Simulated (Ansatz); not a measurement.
**Lattice dynamics of (CdS)1(MgS)2 [001] superlattice, started as zinc blende**

The cell of (CdS)1(MgS)2 [001] superlattice, started as zinc blende is at rest. What are its phonons?

Main program and level: Ansatz 0.2.0; DFT PBEsol, scalar-relativistic, plane waves, PAW.

The structure was built from a prototype and need not be the compound's stable phase.

## (1) The structure

The structure is tetragonal, space group I-4m2 (No. 119). Conventional cell: a = 4.048 Å, b = 4.048 Å, c = 17.021 Å, α = 90.00°, β = 90.00°, γ = 90.00°. Cd has 4 S at 2.52 Å nearest. Mg has 4 S at 2.45 Å nearest. Nearest to S lie 2 Mg at 2.45 Å and 2 Cd at 2.52 Å. S has 4 Mg at 2.45 Å nearest. Farther neighbours and most contacts between anions are not listed.

## (2) Linear response at the zone centre

The cell comes from relaxations at this level that are not shown. The zone centre is the only wavevector solved here; it holds the modes that light can see, as far as symmetry allows. The response to a homogeneous field gives the Born charges and the dielectric tensor, and its change with displacement the Raman tensors.

Input file input.yaml:

```yaml
crystal:
  lattice:
    - [2.8623587102, 2.8623587102, 0.0]
    - [-2.8623587102, 2.8623587102, 0.0]
    - [2.8623587102, 0.0, 8.5105632364]
  atoms:
    - { symbol: Cd, position: [0.0, 0.0, 0.0] }
    - { symbol: Mg, position: [0.3314095427, 0.6685904573, 0.3371809146] }
    - { symbol: Mg, position: [0.6685904573, 0.3314095427, 0.6628190854] }
    - { symbol: S, position: [0.4120759509, 0.0879240491, 0.1758480982] }
    - { symbol: S, position: [0.75, 0.75, 0.5] }
    - { symbol: S, position: [0.0879240491, 0.4120759509, 0.8241519018] }
kpoints:
  mp_grid: { grid: [8, 8, 8] }
hamiltonian:
  xc: pbesol
scf:
  occupations: { method: fixed }
output:
  eigenvalues: true
phonons:
  method: dfpt
  dielectric: true
  rigid_motions: translations
  raman: true
```

On the command line:

```
$ ansatz run input.yaml --threads 4 --pin off --max-ram 14336MiB --backend cpu --events-out ev --progress --plain --runs-dir out
```

Numbers of over 12 decimals in the logs are rounded to 6 here.

What it wrote:

```text
Warning: crystal.symmetry: narrowed to the stabiliser of the run's FFT grids — unitary ops 8 → 2. A phonons.method: dfpt run fills in the rows of the dynamical matrix that it does not solve by its symmetry operations, which is exact only for operations that map its FFT grids onto themselves: filled in by any other, the frequencies could depend on the order in which like atoms are typed, or, by more than the grids' own error, on where the crystal sits among the grids' points. Excluded: 6 operations. The run can therefore solve more perturbations, solve them on more k-points, or both, and cost more. [rest of the remark cut]
Engine: ansatz 0.2.0, aarch64-unknown-linux-gnu
Pseudopotentials: kind: paw
Pseudopotential: Cd, paw, valence charge 20, recommended cutoff 420 eV (normal), Cd.paw.azcp
Pseudopotential: Mg, paw, valence charge 10, recommended cutoff 420 eV (normal), Mg.paw.azcp
Pseudopotential: S, paw, valence charge 6, recommended cutoff 420 eV (normal), S.paw.azcp
Functional definition: PBEsol
  exchange = pbesol_x
  correlation = pbesol_c
Crystal: 6 atoms, lattice volume = 139.456 Å³
Basis set: ecut = 420 eV, 2753 PW (Γ), exchange–correlation on 60×60×128 points (8 copies of the dense FFT grid, shifted against one another)
Bands: 35, of which v1, the nominal top of the filled ones, is band 29 counted from 1 (28 counted from 0)
Symmetry: 8 space group operations
k-points: 260 of 512 (irreducible under 1 space group operation, time reversal used)
Non-local potential: Cd, projectors of the file, l = 0: 3, l = 1: 2, l = 2: 2, l = 3: 1
Non-local potential: Mg, projectors of the file, l = 0: 3, l = 1: 2, l = 2: 1
Non-local potential: S, projectors of the file, l = 0: 2, l = 1: 2, l = 2: 2
PAW form: soft (Blöchl's): semilocal exchange-correlation on the pseudo side does not see the compensation charge
PAW frozen core: Cd, regenerated for the run's functional, and the local potential with it (the file was generated under x = pbe(κ = 0.804, μ = 0.219515), c = pbe(β = 0.066725))
PAW frozen core: Mg, regenerated for the run's functional, and the local potential with it (the file was generated under x = pbe(κ = 0.804, μ = 0.219515), c = pbe(β = 0.066725))
PAW frozen core: S, regenerated for the run's functional, and the local potential with it (the file was generated under x = pbe(κ = 0.804, μ = 0.219515), c = pbe(β = 0.066725))
PAW one-centre angular grid: Cd, 590 points (default); XC on 64 Gauss nodes
PAW one-centre angular grid: Mg, 110 points (default); XC on 64 Gauss nodes
PAW one-centre angular grid: S, 110 points (default); XC on 64 Gauss nodes
Initial density: superposition of atomic densities (neutral atoms: chi_scale 0, normalization atom), corrected by the library's trained network
Initial wavefunctions: pseudopotential atomic-orbital guess
Functional: x = pbesol(κ = 0.804, μ = 0.123457), c = pbesol(β = 0.046)
SCF iter   1: F=—  HF=-14669.753979 eV  |F-HF|=—  |Δ(HF+E_count)|=         —  Δρ=4.15e-3  dr2=3.53e-2  ethr=1.77e-3  ⟨swp⟩=5.0  Hψ=30450  notcnv=0  defer=913
preconditioner: auto → Resta (q_TF=auto, 2.357 Å⁻¹)  ε∞=4.1  [insulator: Δε(μ)=2.309 eV  Ē_g=10.368 eV  n_scr=34 (ndim 8)  ℏωp=18.3 eV  f_vac=0.053  ε∞_Penn≈4.1]
SCF iter   2: F=—  HF=-14669.745574 eV  |F-HF|=—  |Δ(HF+E_count)|=   8.41e-3  Δρ=1.64e-3  dr2=6.17e-3  ethr=6.08e-5  ⟨swp⟩=2.1  Hψ=14319  notcnv=0  defer=1040
SCF iter   3: F=—  HF=-14669.744257 eV  |F-HF|=—  |Δ(HF+E_count)|=   1.32e-3  Δρ=4.16e-4  dr2=2.78e-4  ethr=1.06e-5  ⟨swp⟩=2.0  Hψ=13358  notcnv=0  defer=1040
SCF iter   4: F=—  HF=-14669.744354 eV  |F-HF|=—  |Δ(HF+E_count)|=   9.66e-5  Δρ=1.36e-4  dr2=3.77e-5  ethr=4.79e-7  ⟨swp⟩=2.2  Hψ=11933  notcnv=0  defer=1004
SCF iter   5: F=—  HF=-14669.744365 eV  |F-HF|=—  |Δ(HF+E_count)|=   1.15e-5  Δρ=4.22e-5  dr2=2.29e-6  ethr=6.50e-8  ⟨swp⟩=2.0  Hψ=15416  notcnv=0  defer=525
[...]
k-point 259: bands = [... 25 lower, 2.8119, 2.8565, 3.1111, 3.1375, 8.0289, 9.1762, 9.1842, 9.3341, ... 2 higher]
--- Phonons (Γ-DFPT): 12 representative perturbations + reference, on 260 of 512 k-points (Σ response iterations 39) ---
  ASR residual: 8.785e-5 → 0.000e0 eV/Å²; symmetrization residual: 5.782e-6 eV/Å²
  The last average, over the group as it would stand without the narrowing to the FFT grids, took up to 6.705e-6 eV/Å² of the zone centre's force constants
  ASR residual per site (eV/Å²): 2.58e-5 3.34e-5 3.34e-5 8.04e-6 8.79e-5 8.04e-6
  Γ frequencies (cm⁻¹): 0.00 0.00 0.00 68.21 68.21 105.90 105.90 154.23 222.79 253.89 253.89 273.72 327.70 327.70 337.45 339.78 339.78 368.18
  ε∞ (high-frequency dielectric tensor):
        4.752317    -0.000000    -0.000000
       -0.000000     4.752317     0.000000
       -0.000000     0.000000     4.688680
  ε⁰ (static dielectric tensor: ions relaxed, cell fixed):
        7.541732     0.000000    -0.000000
        0.000000     7.541732     0.000000
       -0.000000     0.000000     7.450011
  ε⁰ − ε∞ (ionic part):
        2.789414     0.000000     0.000000
        0.000000     2.789414     0.000000
        0.000000     0.000000     2.761330
  softest optical mode at Γ: 68.21 cm⁻¹; the repairs (sum rule, projections) moved no ω² at Γ by more than (1.82 cm⁻¹)²
  Born effective charges Z* (e; rows j = field, columns β = displacement):
    site 0:
         2.10744   -0.00000   -0.00000
        -0.00000    2.10744    0.00000
        -0.00000    0.00000    1.80845
    site 1:
         1.87889   -0.03273   -0.00000
        -0.03273    1.87889    0.00000
[...]
site 2:
[...]
site 3:
[...]
site 4:
[...]
-0.00000   -1.94903   -0.00000
         0.00000   -0.00000   -2.05672
    site 5:
        -1.95810    0.12156    0.00000
         0.12156   -1.95810   -0.00000
         0.00000   -0.00000   -1.89399
  Z* charge neutrality: 7.388e-3 e pre-enforcement
  solved inside a basis spanned on kpoints, on 10×10×8 k-points transformed towards the longest dipole: ε∞ is read to err by 1.5e-2, Z* by 2.3e-2 e (field_mesh: kpoints solves on kpoints); Z* is corrected for what the basis lacks
  Raman tensors (in the event stream and the table raman_tensors.tsv): an entry may err by 4.6e-1 Å², one of the second-order susceptibility by 1.5e0 pm/V (basis, points and sum rule); their sum over the sites missed zero by 2.086e-4 Å² ahead of its enforcement
  optical modes at Γ without the LO–TO term, one row a degenerate level:
      ω (cm⁻¹)  modes    IR ((D/Å)²/amu)  static Raman (Å⁴/amu)  depolarisation
         68.21      2             0.1012                 5.4894           0.750
        105.90      2             0.0036                 3.2529           0.750
        154.23      1             0.3422                 0.1270           0.750
        222.79      1             0.0000                12.0018           0.144
        253.89      2             9.1383                 1.2468           0.750
        273.72      1             5.1037                 0.2317           0.750
        327.70      2             8.8433                13.1164           0.750
        337.45      1            11.1642                 1.1003           0.750
        339.78      2            13.6907                 0.4353           0.750
        368.18      1             0.0000                 0.6157           0.574
  optical modes at Γ + LO–TO along q̂ = [1.0000, 0.0000, 0.0000]:
      ω (cm⁻¹)  modes    IR ((D/Å)²/amu)  static Raman (Å⁴/amu)  depolarisation
         68.21      1             0.0506                 2.7447           0.750
         68.96      1             0.0201                 2.6031           0.750
        105.90      1             0.0018                 1.6264           0.750
        105.92      1             0.0007                 1.6345           0.750
[...]
optical modes at Γ + LO–TO along q̂ = [0.0000, 1.0000, 0.0000]:
      ω (cm⁻¹)  modes    IR ((D/Å)²/amu)  static Raman (Å⁴/amu)  depolarisation
[...]
optical modes at Γ + LO–TO along q̂ = [0.0000, 0.0000, 1.0000]:
      ω (cm⁻¹)  modes    IR ((D/Å)²/amu)  static Raman (Å⁴/amu)  depolarisation
[...]
287.53      1             0.9733                 0.0400           0.750
        327.70      2             8.8433                13.1164           0.750
        339.78      2            13.6907                 0.4353           0.750
        368.18      1             0.0000                 0.6157           0.574
        399.57      1            15.5238                10.8423           0.750
[key lines of the parts left out:]
SCF converged after 9 iterations
Free energy (F): -14669.744374 eV
Fermi energy:    4.528580 eV
```

Run time: 40 min. Hardware: 4 threads of Arm Neoverse V1, shared host; peak memory 5 GiB.

This step gave:

- gap on the k-mesh: 2.359 eV
- volume per atom: 23.24 Å³
- sum-rule residual before enforcement: 8.79e-5 eV/Å²
- miss of the charge sum rule: 0.007388 e
- estimated error of the dielectric tensor: 0.01510
- estimated error of the Born charges: 0.02292 e
- point group: -42m
- highest optical mode at the zone centre (no LO-TO term): 368.2 cm⁻¹
- lowest optical zone-centre mode: 68.21 cm⁻¹
- mean high-frequency dielectric constant: 4.731
- largest Born charge (third of the trace): 2.008 e
- mean static dielectric constant: 7.511
- top of the zone-centre spectrum with the field: 399.6 cm⁻¹

Without the LO-TO term. Patterns of degenerate modes are one choice out of their space. The modes at Γ (shares of kinetic energy by element, %):

| mode | frequency (cm⁻¹) | symmetry | Cd % | Mg % | S % |
| --- | --- | --- | --- | --- | --- |
| 1 | 0.0 | acoustic | 44 | 19 | 37 |
| 2 | 0.0 | acoustic | 44 | 19 | 37 |
| 3 | 0.0 | acoustic | 44 | 19 | 37 |
| 4 | 68.2 | E | 41 | 25 | 34 |
| 5 | 68.2 | E | 41 | 25 | 34 |
| 6 | 105.9 | E | 0 | 48 | 52 |
| 7 | 105.9 | E | 0 | 48 | 52 |
| 8 | 154.2 | B2 | 45 | 19 | 36 |
| 9 | 222.8 | A1 | 0 | 36 | 64 |
| 10 | 253.9 | E | 15 | 1 | 84 |
| 11 | 253.9 | E | 15 | 1 | 84 |
| 12 | 273.7 | B2 | 10 | 5 | 85 |
| 13 | 327.7 | E | 0 | 53 | 47 |
| 14 | 327.7 | E | 0 | 53 | 47 |
| 15 | 337.4 | B2 | 1 | 57 | 42 |
| 16 | 339.8 | E | 0 | 54 | 46 |
| 17 | 339.8 | E | 0 | 54 | 46 |
| 18 | 368.2 | A1 | 0 | 64 | 36 |

Displacements in mode 5 (68.2 cm⁻¹), the largest set to 1:
```
Cd1 -0.06  0.84  0.00
Mg2  0.17 -1.00  0.00
Mg3 -0.03 -0.99  0.00
S4   0.75 -0.32  0.00
S5   0.07 -0.90  0.00
S6  -0.71 -0.21  0.00
```

Displacements in mode 18 (368.2 cm⁻¹), the largest set to 1:
```
Cd1  0.00  0.00  0.00
Mg2  0.00  0.00  1.00
Mg3  0.00  0.00 -1.00
S4   0.00  0.00 -0.65
S5   0.00  0.00  0.00
S6   0.00  0.00  0.65
```

Optical modes at the zone centre, without and with the macroscopic field of the longitudinal modes; each column is sorted by frequency, so a row need not hold one and the same mode. Modes with and without the field, by row:

| rank among optical modes | no field (cm⁻¹) | q along (1, 0, 0) (cm⁻¹) | q along (0, 0, 1) (cm⁻¹) |
| --- | --- | --- | --- |
| 1 | 68.2 | 68.2 | 68.2 |
| 2 | 68.2 | 69 | 68.2 |
| 3 | 105.9 | 105.9 | 105.9 |
| 4 | 105.9 | 105.9 | 105.9 |
| 5 | 154.2 | 154.2 | 156.3 |
| 6 | 222.8 | 222.8 | 222.8 |
| 7 | 253.9 | 253.9 | 253.9 |
| 8 | 253.9 | 268.6 | 253.9 |
| 9 | 273.7 | 273.7 | 287.5 |
| 10 | 327.7 | 327.7 | 327.7 |
| 11 | 327.7 | 332.1 | 327.7 |
| 12 | 337.4 | 337.4 | 339.8 |
| 13 | 339.8 | 339.8 | 339.8 |
| 14 | 339.8 | 368.2 | 368.2 |
| 15 | 368.2 | 394.8 | 399.6 |

Born charge (rows field, columns displacement) (e), principal values of the symmetric part by kind of site:

| atom | atoms with these values | low | middle | high | mean |
| --- | --- | --- | --- | --- | --- |
| Cd1 | 1 | 1.81 | 2.11 | 2.11 | 2.01 |
| Mg2 | 2 | 1.85 | 1.91 | 2.02 | 1.93 |
| S4 | 2 | -2.08 | -1.89 | -1.84 | -1.94 |
| S5 | 1 | -2.06 | -1.95 | -1.95 | -1.98 |

In full for S4:

```
-1.96 -0.12  0.00
-0.12 -1.96  0.00
 0.00  0.00 -1.89
```

High-frequency dielectric tensor:

```
4.75 0.00 0.00
0.00 4.75 0.00
0.00 0.00 4.69
```

Static dielectric tensor (ions relaxed, fixed cell):

```
7.54 0.00 0.00
0.00 7.54 0.00
0.00 0.00 7.45
```

Transverse modes. Infrared lines, with heights relative to the strongest:

| position (cm⁻¹) | label | relative intensity |
| --- | --- | --- |
| 68 | E | 0.7 |
| 106 | E | 0.0 |
| 154 | B2 | 2.5 |
| 223 | A1 | 0.0 |
| 254 | E | 67 |
| 274 | B2 | 37 |
| 328 | E | 65 |
| 337 | B2 | 82 |
| 340 | E | 100 |
| 368 | A1 | 0.0 |

Activity x (w_L - w)^4 (n + 1)/w, 532 nm, 300 K; modes without the macroscopic field alone. Lines of the Raman spectrum (strongest = 100):

| position (cm⁻¹) | label | relative intensity |
| --- | --- | --- |
| 68 | E | 100 |
| 106 | E | 27 |
| 154 | B2 | 0.5 |
| 223 | A1 | 28 |
| 254 | E | 2.3 |
| 274 | B2 | 0.4 |
| 328 | E | 17 |
| 337 | B2 | 1.3 |
| 340 | E | 0.5 |
| 368 | A1 | 0.7 |

Static second-order susceptibility (pm/V), twice the coefficient d of second-harmonic generation. Second order susceptibility, by row:

| field along | xx | yy | zz | yz | xz | xy |
| --- | --- | --- | --- | --- | --- | --- |
| x | 0 | 0 | 0 | 10.8 | 0 | 0 |
| y | 0 | 0 | 0 | 0 | 10.8 | 0 |
| z | 0 | 0 | 0 | 0 | 0 | 10.8 |

Before it was imposed, the acoustic sum rule was missed by 8.8e-5 eV/Å² and the charge sum rule by 0.0074 e. Small misses are needed for a sound result but don't prove that mesh and cutoff are converged. The lowest optical mode is real, 68.2 cm⁻¹.

The log warns of the k mesh: “the force constants stand on the 8×8×8 k-mesh, whose period is 13.61 times the interband length at k = (0.0000, 0.0000, 0.0000), direct gap 2.359 eV, under 14: take them and everything formed from them as unconverged”.

## (3) Another isotope, element Cd, natural mass 112.414 amu

An isotope changes the mass and not the force constants, so no new electronic calculation is needed; the shifts show which modes move this element.

The same force constants with the mass of Cd changed from 112.414 to 115.905 u (phonopy, no LO-TO term). Both lists are sorted by frequency; levels can cross, so a row need not hold one and the same mode. Modes under 3 cm⁻¹ are left out. Isotope shifts, by row:

| q | rank | natural mass (cm⁻¹) | changed mass (cm⁻¹) |
| --- | --- | --- | --- |
| 0 0 0 | 4 | 68.21 | 67.79 |
| 0 0 0 | 5 | 68.21 | 67.79 |
| 0 0 0 | 6 | 105.9 | 105.9 |
| 0 0 0 | 7 | 105.9 | 105.9 |
| 0 0 0 | 8 | 154.2 | 153.2 |
| 0 0 0 | 9 | 222.8 | 222.8 |
| 0 0 0 | 10 | 253.9 | 253.3 |
| 0 0 0 | 11 | 253.9 | 253.3 |
| 0 0 0 | 12 | 273.7 | 273.3 |
| 0 0 0 | 13 | 327.7 | 327.7 |
| 0 0 0 | 14 | 327.7 | 327.7 |
| 0 0 0 | 15 | 337.4 | 337.4 |
| 0 0 0 | 16 | 339.8 | 339.8 |
| 0 0 0 | 17 | 339.8 | 339.8 |
| 0 0 0 | 18 | 368.2 | 368.2 |

A mode of this element alone would shift by -1.52 %. The highest zone-centre frequency without the field goes from 368.2 to 368.2 cm⁻¹ (+0.0 %). The product of the frequency ratios over all optical modes at Γ is 0.975; the product rule, (m/m′)^(3k/2) (M′/M)^(3/2) with k = 1 such atoms and M the mass of the cell, gives 0.975.

## (4) Another isotope, element Mg, natural mass 24.305 amu

The same for Mg, from 24.30 to 25.98 u.

The same force constants with the mass of Mg changed from 24.305 to 25.983 u (phonopy, no LO-TO term). Both lists are sorted by frequency; levels can cross, so a row need not hold one and the same mode. Modes under 3 cm⁻¹ are left out. Isotope shifts, by row:

| q | rank | natural mass (cm⁻¹) | changed mass (cm⁻¹) |
| --- | --- | --- | --- |
| 0 0 0 | 4 | 68.21 | 67.63 |
| 0 0 0 | 5 | 68.21 | 67.63 |
| 0 0 0 | 6 | 105.9 | 104.2 |
| 0 0 0 | 7 | 105.9 | 104.2 |
| 0 0 0 | 8 | 154.2 | 153.2 |
| 0 0 0 | 9 | 222.8 | 220 |
| 0 0 0 | 10 | 253.9 | 253.8 |
| 0 0 0 | 11 | 253.9 | 253.8 |
| 0 0 0 | 12 | 273.7 | 273.2 |
| 0 0 0 | 13 | 327.7 | 322.1 |
| 0 0 0 | 14 | 327.7 | 322.1 |
| 0 0 0 | 15 | 337.4 | 331.2 |
| 0 0 0 | 16 | 339.8 | 333.8 |
| 0 0 0 | 17 | 339.8 | 333.8 |
| 0 0 0 | 18 | 368.2 | 360.6 |

A mode of this element alone would shift by -3.28 %. The highest zone-centre frequency without the field goes from 368.2 to 360.6 cm⁻¹ (-2.1 %). The product of the frequency ratios over all optical modes at Γ is 0.835; the product rule, (m/m′)^(3k/2) (M′/M)^(3/2) with k = 2 such atoms and M the mass of the cell, gives 0.835.

## (5) Isotope substitution, element S, natural mass 32.06 amu

The same for S, from 32.06 to 33.97 u.

The same force constants with the mass of S changed from 32.060 to 33.968 u (phonopy, no LO-TO term). Both lists are sorted by frequency; levels can cross, so a row need not hold one and the same mode. Modes under 3 cm⁻¹ are left out. Isotope shifts, by row:

| q | rank | natural mass (cm⁻¹) | changed mass (cm⁻¹) |
| --- | --- | --- | --- |
| 0 0 0 | 4 | 68.21 | 67.54 |
| 0 0 0 | 5 | 68.21 | 67.54 |
| 0 0 0 | 6 | 105.9 | 104.3 |
| 0 0 0 | 7 | 105.9 | 104.3 |
| 0 0 0 | 8 | 154.2 | 152.6 |
| 0 0 0 | 9 | 222.8 | 218.6 |
| 0 0 0 | 10 | 253.9 | 247.8 |
| 0 0 0 | 11 | 253.9 | 247.8 |
| 0 0 0 | 12 | 273.7 | 267.1 |
| 0 0 0 | 13 | 327.7 | 323.3 |
| 0 0 0 | 14 | 327.7 | 323.3 |
| 0 0 0 | 15 | 337.4 | 333.5 |
| 0 0 0 | 16 | 339.8 | 335.4 |
| 0 0 0 | 17 | 339.8 | 335.4 |
| 0 0 0 | 18 | 368.2 | 364.5 |

A mode of this element alone would shift by -2.85 %. The highest zone-centre frequency without the field goes from 368.2 to 364.5 cm⁻¹ (-1.0 %). The product of the frequency ratios over all optical modes at Γ is 0.797; the product rule, (m/m′)^(3k/2) (M′/M)^(3/2) with k = 3 such atoms and M the mass of the cell, gives 0.797.

## (6) Summary of results

| Property | Result |
| --- | --- |
| space group (within 0.01 Å) | I-4m2 |
| volume per atom | 23.2 Å³ |
| gap on the k-mesh | 2.36 eV |
| highest optical mode at the zone centre (no LO-TO term) | 368 cm⁻¹ |
| top of the zone-centre spectrum with the field | 400 cm⁻¹ |
| lowest optical zone-centre mode | 68.2 cm⁻¹ |
| mean high-frequency dielectric constant | 4.73 |
| mean static dielectric constant | 7.51 |
| largest Born charge (third of the trace) | 2.01 e |
| imaginary modes at Γ (the only wavevector solved) | none |

What this shows: The structure is stable against zone-centre distortions, since no mode there is imaginary; other wavevectors were not solved, so zone-boundary instabilities are untested. Without the field, the optical modes at Γ span 68 to 368 cm⁻¹. No dispersion was computed. With the macroscopic field of the longitudinal modes the top of the zone-centre spectrum lies at 400 cm⁻¹, against 368 cm⁻¹ without it. Lattice motion raises the mean dielectric constant from 4.731 to 7.511. The strongest infrared line is at 340 cm⁻¹. Averaged over orientations, the strongest Raman line at 532 nm and 300 K is at 68 cm⁻¹, among the modes without the field; their longitudinal partners can be Raman active too. With the field response the log warns that the k mesh is coarse for the force constants too, so the frequencies may not be converged. The starting cell was built on a prototype and not taken from a measurement, so the phase need not exist. These are harmonic frequencies at zero temperature: anharmonic shifts, linewidths and thermal expansion are left out.

[Logs are printed without paths, hosts, clocks, repeated set-up lines and the standing remarks that a program may print on its own settings, such as how far it seeks lower states.]

[Hosts, paths, dates, database ids (printed as entryN), source tags and the programs' standing remarks are cut or masked in the printed files.]
